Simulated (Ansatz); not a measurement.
# Σ5 (210) boundary in fcc Au: structure and resistance, part 2 of 3

Aim: the relaxed structure and the specific resistance of the Σ5 (210) boundary in fcc Au.

Ansatz 0.2.0; Ansatz plane-wave DFT, PBEsol, PAW files; relaxation of a bicrystal slab with its lowest layers held; PAW set soft_1 (the session's first sound run).

So far. Step 2 (Relaxing the bicrystal): The largest force component on a free atom ends at 0.0090 eV/Å, under the tolerance of 0.03, after 16 steps.

### 3. Transmission across the boundary

Bulk layers of each grain are laid under and over the relaxed boundary, and a lead is named in the middle of each, away from the free faces. The mesh across the current, 18×18, is finer than the density's, because channels open and close sharply across the zone. Energies from -0.1 to 0.1 eV in steps of 0.05 eV are too few for the program's thermal sum, so it prints no conductance; for a metal the transmission near the Fermi level serves, at a fraction of the cost.

This step: Ansatz plane-wave DFT, PBEsol, PAW files; ballistic transport by layer matching (Landauer), zero bias; boundary relaxed in a short slab, bulk layers laid on; PAW set soft_1 (Ansatz 0.2.0).

System of this step: Σ5 (210) boundary in fcc Au. The cell holds 47 atoms: 47 Au. Its edges and angles: a = 4.995 Å, b = 4.078 Å, c = 50.352 Å, α = 90.0°, β = 90.0°, γ = 65.9°. It derives from Au. Regions: lower grain, 19 atoms (19 Au); boundary, 13 atoms (13 Au); upper grain, 15 atoms (15 Au). Vacuum lies along c.

File input.yaml:

```yaml
crystal:
  lattice:
    - [4.9948157718, 0.0, 0.0]
    - [1.6649385906, 3.7229158669, 0.0]
    - [0.0, 0.0, 50.3515507874]
  atoms:
    - { symbol: Au, position: [-15.0000000001, 7.5000000002, 0.0794414459] }
    - { symbol: Au, position: [-14.4, 7.2000000001, 0.0975525946] }
    - { symbol: Au, position: [-13.8, 6.9000000001, 0.1156637433] }
    - { symbol: Au, position: [-13.2, 6.6000000001, 0.133774892] }
    - { symbol: Au, position: [-12.6, 6.3000000001, 0.1518860407] }
    - { symbol: Au, position: [-12.0, 6.0000000001, 0.1699971894] }
    - { symbol: Au, position: [-11.4, 5.7000000001, 0.1881083381] }
    - { symbol: Au, position: [-10.8, 5.4000000001, 0.2062194867] }
    - { symbol: Au, position: [-10.2, 5.1000000001, 0.2243306354] }
    - { symbol: Au, position: [-9.6, 4.8000000001, 0.2424417841] }
    - { symbol: Au, position: [-9.0, 4.5000000001, 0.2605529328] }
    - { symbol: Au, position: [-8.4, 4.2000000001, 0.2786640815] }
    - { symbol: Au, position: [-7.8, 3.9000000001, 0.2967752302] }
    - { symbol: Au, position: [-7.2, 3.6, 0.3148863789] }
    - { symbol: Au, position: [-6.6, 3.3, 0.3329975276] }
    - { symbol: Au, position: [-6.0, 3.0, 0.3511086762] }
    - { symbol: Au, position: [-5.4, 2.7, 0.3692198249] }
    - { symbol: Au, position: [-4.8, 2.4, 0.3873309736] }
    - { symbol: Au, position: [-4.2, 2.1, 0.4054421223] }
    - { symbol: Au, position: [0.4, 0.8, 0.423553271] }
    - { symbol: Au, position: [0.9962894308, 0.5018552846, 0.4419418836] }
    - { symbol: Au, position: [0.5996749996, 0.2001625002, 0.4603325202] }
    - { symbol: Au, position: [0.2055057223, 0.8972471389, 0.4771384073] }
    - { symbol: Au, position: [0.791740852, 0.604129574, 0.4964339225] }
    - { symbol: Au, position: [0.4074656444, 0.2962671778, 0.5176770544] }
    - { symbol: Au, position: [0.0120241205, -0.0060120603, 0.5286798583] }
    - { symbol: Au, position: [0.6239703192, 0.6880148404, 0.5543799109] }
    - { symbol: Au, position: [0.0358245885, 0.9820877057, 0.5801717191] }
    - { symbol: Au, position: [0.4321341395, 0.2839329303, 0.5915741654] }
    - { symbol: Au, position: [0.8156198849, 0.5921900576, 0.612454173] }
    - { symbol: Au, position: [0.2294064639, 0.8852967681, 0.6315674933] }
    - { symbol: Au, position: [0.6281749441, 0.185912528, 0.6488913238] }
    - { symbol: Au, position: [-4.9718250559, 2.485912528, 0.6670024724] }
    - { symbol: Au, position: [-5.5718250559, 2.785912528, 0.6851136211] }
    - { symbol: Au, position: [-6.1718250559, 3.085912528, 0.7032247698] }
    - { symbol: Au, position: [-6.7718250559, 3.385912528, 0.7213359185] }
    - { symbol: Au, position: [-7.3718250559, 3.685912528, 0.7394470672] }
    - { symbol: Au, position: [-7.9718250559, 3.985912528, 0.7575582159] }
    - { symbol: Au, position: [-8.5718250559, 4.285912528, 0.7756693646] }
    - { symbol: Au, position: [-9.1718250559, 4.585912528, 0.7937805133] }
    - { symbol: Au, position: [-9.771825056, 4.885912528, 0.8118916619] }
    - { symbol: Au, position: [-10.371825056, 5.185912528, 0.8300028106] }
    - { symbol: Au, position: [-10.971825056, 5.4859125281, 0.8481139593] }
    - { symbol: Au, position: [-11.571825056, 5.7859125281, 0.866225108] }
    - { symbol: Au, position: [-12.171825056, 6.0859125281, 0.8843362567] }
    - { symbol: Au, position: [-12.771825056, 6.3859125281, 0.9024474054] }
    - { symbol: Au, position: [-13.371825056, 6.6859125281, 0.9205585541] }
kpoints:
  mp_grid: { grid: [7, 7, 1] }
hamiltonian:
  xc: pbesol
  pseudopotentials: { kind: paw, azcp: { folder: soft_1 }, xc_functional: pbe }
scf:
  occupations: { method: fermi_dirac, width: 0.1 }
output:
  transmission:
    leads: [[10, 11], [38, 39]]
    kmesh: [18, 18]
    e_range: [-0.1, 0.1]
    de: 0.05
  write_potential: true
  write_density: true
  volumetric_format: npy
  elf: true
```

Command:

```console
$ ansatz run input.yaml --threads 4 --pin off --max-ram 15360MiB --backend cpu --events-out ev --progress --plain --runs-dir out
```

Numbers of over 12 decimals in the logs are rounded to 6 here.

What it wrote:

```text
[...]
Crystal: 47 atoms, lattice volume = 936.301 Å³
Basis set: ecut = 420 eV, 18365 PW (Γ)
Bands: 536, of which v1, the nominal top of the filled ones, is band 447 counted from 1 (446 counted from 0)
Symmetry: 2 space group operations
[...]
k-points: 16 of 49 (time reversal used)
[...]
SCF iter   1: F=—  HF=-611427.106257 eV  |F-HF|=—  |Δ(HF+E_count)|=         —  Δρ=6.91e-2  dr2=5.91e1  ethr=3.10e-3  ⟨swp⟩=5.4  Hψ=27796  notcnv=0  defer=713
[...]
SCF iter  10: F=-611411.890548 eV  HF=-611411.890548 eV  |F-HF|=6.98e-10  |Δ(HF+E_count)|=   4.66e-9  Δρ=5.49e-7  dr2=4.00e-9  ethr=1.12e-11  ⟨swp⟩=3.0  Hψ=17560  notcnv=0
SCF 1 converged in 10 iterations: F = -611411.890548 eV  dr2 = 4.00e-9
[...]
transmission: 395 of 3913 steps passed
transmission: 786 of 3913 steps passed
[...]
transmission: 3913 of 3913 steps passed
WARN: The input density's exchange-correlation potential varies sharply where the density is thin. Do not read a vacuum level from v_tot or v_xc, or from such a field of the output density. On a cell that repeats whose density bears no net charge and no dipole along the vacuum's axis use v_es (v_loc + v_h of the components); under efield.dipole_correction with no amplitude use v_es + v_field, which holds any external [...]
SCF converged after 10 iterations
Free energy (F): -611411.890548 eV
[...]
Internal energy: -611411.454600 eV  (E = F + TS)
E sigma→0 (E₀):  -611411.672574 eV
Entropy (-TS):   -0.435948 eV (-9.275 meV/atom)
Fermi energy:    16.645917 eV
[...]
--- Band table (eV; the first three rows and the last of 16) ---
  k-point 0: bands = [... 443 lower, 17.8313, 18.0721, 18.2170, 18.3378, 18.4298, 18.4821, 18.5653, 18.6045, ... 85 higher]
  k-point 1: bands = [... 443 lower, 17.9043, 17.9456, 18.0381, 18.0630, 18.1763, 18.3290, 18.5307, 18.6937, ... 85 higher]
  k-point 2: bands = [... 443 lower, 17.3198, 17.3931, 17.4395, 17.5221, 17.5814, 17.6669, 17.7733, 17.8153, ... 85 higher]
  k-point 15: bands = [... 443 lower, 15.4368, 15.4721, 15.7914, 15.8510, 16.1888, 16.2615, 16.4477, 16.5878, ... 85 higher]
--- Transmission ---
  basis      : 165 plane waves across, 43 finite elements along
  points     : 91, standing for a mesh of 18 x 18
  energies   : 5 from -0.100000 to 0.100000 eV about the Fermi level, 0.050000 eV apart; the leads are filled to 0.000000 eV, and channels, transmission and decay are at 0.000000 eV
  crystal 0  : Au3, at the sites [10, 11], period 2.7358 Å, over 18.24 Å; its Hamiltonian steps by up to 48.4 meV: too much for a lead, lay more layers or, if its atoms are ordered, name the step of that order
    offset         : up to 0.0000 Å between an atom of the period and one for which it stands
    channels       : 2.206790e0 a spin
    conductance    : none, the energies end too early or step too widely for 300 K: set another output.transmission.e_range or a lower de, or, where they end at an eighth of basis.ecutwfc, a higher one
[...]
channels       : 2.169753e0 a spin
[...]
junction   : crystal 0 to crystal 1, 12.91 to 37.02 Å
    transmission   : 1.869957e0 a spin
[...]
```

The job ended after 11 min (4 threads of AMD EPYC 9R14 (Zen 4), shared host; peak memory 10 GiB; 40 min of CPU time).

The column dr2 measures how far the density is from self-consistency, as an energy; F and HF (Harris–Foulkes) agree once it is small.

This step gave:

| Quantity | Value |
| --- | --- |
| free energy | -611411.8905 eV |
| energy at zero smearing | -611411.6726 eV |
| Fermi energy | 16.65 eV |
| cell area | 18.60 Å² |
| transmission per spin nearest the Fermi level | 1.870 |
| open channels per spin nearest the Fermi level | 2.207 |
| open channels per spin, upper lead | 2.170 |
| step of the lead's potential | 48.4 meV |
| step of the upper lead's potential | 25.1 meV |

Per spin. The transmission, zone mean by energy, zero at the Fermi level:

```tsv
energy (eV)	transmission, zone mean
-0.1000	1.88
-0.0500	1.87
0.0000	1.87
0.0500	1.87
0.1000	1.87
```

Per spin. The open channels, zone mean by energy, zero at the Fermi level:

```tsv
energy (eV)	lead	upper lead
-0.1000	2.16	2.16
-0.0500	2.17	2.16
0.0000	2.21	2.17
0.0500	2.19	2.19
0.1000	2.19	2.19
```

Transmission over k1 and k2. At 0.0000 eV from the Fermi level.

Values, 12 rows by 16 columns, each cell a mean:
```
1.51 1.76 2.39 2.75 2.73 2.35 1.71 1.52 1.45 1.82 2.40 2.48 2.45 2.39 1.93 1.51
2.70 2.75 2.80 2.82 2.80 2.75 2.67 2.53 2.06 1.70 1.33 1.37 1.61 1.91 2.35 2.64
2.82 2.82 2.81 2.82 2.80 2.59 2.34 1.57 0.97 0.96 0.96 0.96 0.97 1.51 2.20 2.70
2.72 2.75 2.74 2.50 2.21 2.02 1.84 1.02 0.91 0.90 0.90 0.91 1.25 1.77 1.94 2.17
1.35 1.76 1.49 1.76 1.75 1.88 1.51 0.84 0.92 0.93 0.91 1.21 1.76 1.67 1.84 1.90
1.89 1.90 1.90 1.72 1.71 1.79 1.18 0.87 0.85 0.86 1.11 1.69 1.84 1.64 1.82 1.90
1.63 1.91 1.69 1.52 1.80 1.29 0.93 0.90 0.88 0.93 1.50 1.87 1.53 1.69 1.67 1.87
2.08 1.93 1.93 1.87 1.42 0.92 0.89 0.91 0.91 1.03 1.76 1.92 1.94 2.25 2.20 2.42
2.80 2.59 2.04 1.44 0.96 0.95 0.95 0.95 0.98 1.41 2.13 2.46 2.78 2.81 2.80 2.81
2.81 2.69 2.30 1.70 1.21 0.98 0.98 1.42 1.70 2.34 2.70 2.81 2.83 2.82 2.82 2.82
1.98 2.01 2.12 2.18 2.25 2.30 2.20 1.86 1.91 2.02 2.14 2.53 2.76 2.77 2.54 2.15
0.99 1.05 1.70 2.64 2.71 2.64 1.84 1.22 0.97 1.04 1.55 2.53 2.73 2.66 1.68 1.09
```
Columns: k1 (b1) from -0.5 to 0.444; rows upwards: k2 (b2) from -0.5 to 0.444.

Open channels over k1 and k2. At 0.0000 eV from the Fermi level.

Ten even steps from '_' (1.00) to '@' (3.00):
```
++++@@@@@@@@@@++++++@@@@@@@@@@@@@@++
@@@@@@@@@@@@@@@@@@@@++++@@@@++++@@@@
@@@@@@@@@@@@@@@@@@++++______++++@@@@
@@@@@@@@@@@@@@@@@@____________@@@@@@
@@@@@@@@@@@@@@++______________++@@@@
@@@@@@@@++++++++____________++++++++
++++++++++++++++__________++++++++++
++++++++++++++++________++++++++++++
++++++++++++++++______++++++++++++++
++++++++++++++________++++++++++++++
++++++++++++__________++++++++++++++
@@++++++++____________++++++++@@@@@@
@@@@@@++______________++@@@@@@@@@@@@
@@@@@@@@____________@@@@@@@@@@@@@@@@
@@@@@@++++______++++@@@@@@@@@@@@@@@@
@@@@@@++++@@@@++++@@@@@@@@@@@@@@@@@@
++++@@@@@@@@@@@@@@++++++@@@@@@@@@@++
++++++@@@@@@@@++++++++++@@@@@@@@++++
```
Columns: k1 (b1) from -0.5 to 0.444; rows upwards: k2 (b2) from -0.5 to 0.444.

ELF in the cb plane at fractional x = 0.000, with atoms of Au within 0.2 Å of it. It is the smooth field of the valence electrons, not physical close to the nuclei.

Values, 6 rows by 16 columns, each cell a mean:
```
0.25 0.36 0.22 0.46 0.48 0.21 0.25 0.21 0.16 0.25 0.36 0.20 0.06 0.01 0.00 0.00
0.24 0.22 0.21 0.25 0.26 0.23 0.22 0.23 0.36 0.24 0.22 0.21 0.13 0.04 0.01 0.00
0.34 0.22 0.27 0.16 0.17 0.37 0.31 0.32 0.61 0.34 0.22 0.27 0.18 0.07 0.01 0.00
0.31 0.21 0.25 0.17 0.18 0.34 0.28 0.29 0.55 0.32 0.21 0.25 0.17 0.06 0.01 0.00
0.22 0.24 0.21 0.31 0.32 0.21 0.21 0.21 0.28 0.22 0.24 0.20 0.11 0.03 0.00 0.00
0.26 0.40 0.23 0.51 0.53 0.21 0.27 0.21 0.14 0.26 0.40 0.21 0.05 0.01 0.00 0.00
```
Columns run along c (16.0 Å, from fractional 0.68 to 1.00 of the cell), rows up along b (4.1 Å). Atoms in or near the plane, at fractional coordinates: Au at (0.76, 0.99), Au at (0.85, 0.49).

Valence density in the cb plane at fractional x = 0.000, with atoms of Au within 0.2 Å of it. It is the smooth field of the valence electrons, not physical close to the nuclei.

Values in units of 1e0 e/Å³, 6 rows by 16 columns, each cell a mean:
```
0.4 1.1 0.3 4.0 4.5 0.3 0.4 0.3 0.2 0.4 1.1 0.2 0.0 0.0 0.0 0.0
0.4 0.3 0.3 0.5 0.5 0.4 0.3 0.3 1.4 0.4 0.3 0.2 0.1 0.0 0.0 0.0
1.5 0.3 0.5 0.2 0.2 1.3 0.7 1.2 9.0 1.6 0.3 0.5 0.1 0.0 0.0 0.0
1.1 0.3 0.4 0.2 0.2 1.0 0.6 0.9 6.7 1.2 0.3 0.4 0.1 0.0 0.0 0.0
0.3 0.4 0.2 1.0 1.1 0.3 0.3 0.3 0.6 0.3 0.4 0.2 0.0 0.0 0.0 0.0
0.5 1.4 0.3 5.4 6.1 0.3 0.5 0.3 0.1 0.5 1.4 0.2 0.0 0.0 0.0 0.0
```
Columns run along c (16.0 Å, from fractional 0.68 to 1.00 of the cell), rows up along b (4.1 Å). Atoms in or near the plane, at fractional coordinates: Au at (0.76, 0.99), Au at (0.85, 0.49).

Electrostatic potential energy in the cb plane at fractional x = 0.000, with atoms of Au within 0.2 Å of it. With pseudopotentials it is smooth inside the atoms' cores, unlike the true potential.

Ten even steps from '0' (-28 eV) to '9' (22 eV), each cell a mean:
```
98534788610005898878899999743589999999999999
98767899841137999888999999876789999999999999
88888899987688988899987678988899999999999999
58998888999999876889852126899888999999999999
27998778999998644689730003899877899999999999
17998778999998633589720002799877899999999999
37998888999998755789840004899888899999999999
78998889988889888899975357899989999999999999
88888899864468999889998889888899999999999999
98655899720016899888999999865689999999999999
97423788500004898877899999742479999999999999
```
Columns run along c (16.0 Å, from fractional 0.68 to 1.00 of the cell; values clipped at the 3rd and 97th percentile), rows up along b (4.1 Å). Atoms in or near the plane, at fractional coordinates: Au at (0.76, 0.99), Au at (0.85, 0.49).

Over the solved energies the transmission per spin lies between 1.87 and 1.88, out of 2.18 channels of the lead on average (up to 2.21). The log calls the step of a lead's potential too much.

### 4. Specific resistance

This step: Ansatz plane-wave DFT, PBEsol, PAW files; ballistic transport by layer matching (Landauer), zero bias; specific resistance of the boundary; PAW set soft_1 (Ansatz 0.2.0).

Numbers from this step:

- area resistance: 0.1810 fΩ m²
- T over the leads' mean channel count: 0.8589

Averaged over the energies near the Fermi level, 85.9 % of the channels pass, which makes 0.181 fΩ m².

By hand, with T and the leads' channels N averaged over the energies near the Fermi level: RA = A (h/2e²)(1/T − ½[1/N₁ + 1/N₂]) = 18.60×10⁻²⁰ m² × 12 906 Ω × (1/1.871 − ½[1/2.182 + 1/2.173]) = 0.181 fΩ m².

[end of part 2 of 3]

[Logs are printed without paths, hosts, clocks, repeated set-up lines and the standing remarks that a program may print on its own settings, such as how far it seeks lower states.]

[Hosts, paths, dates, database ids (printed as entryN), source tags and the programs' standing remarks are cut or masked in the printed files.]
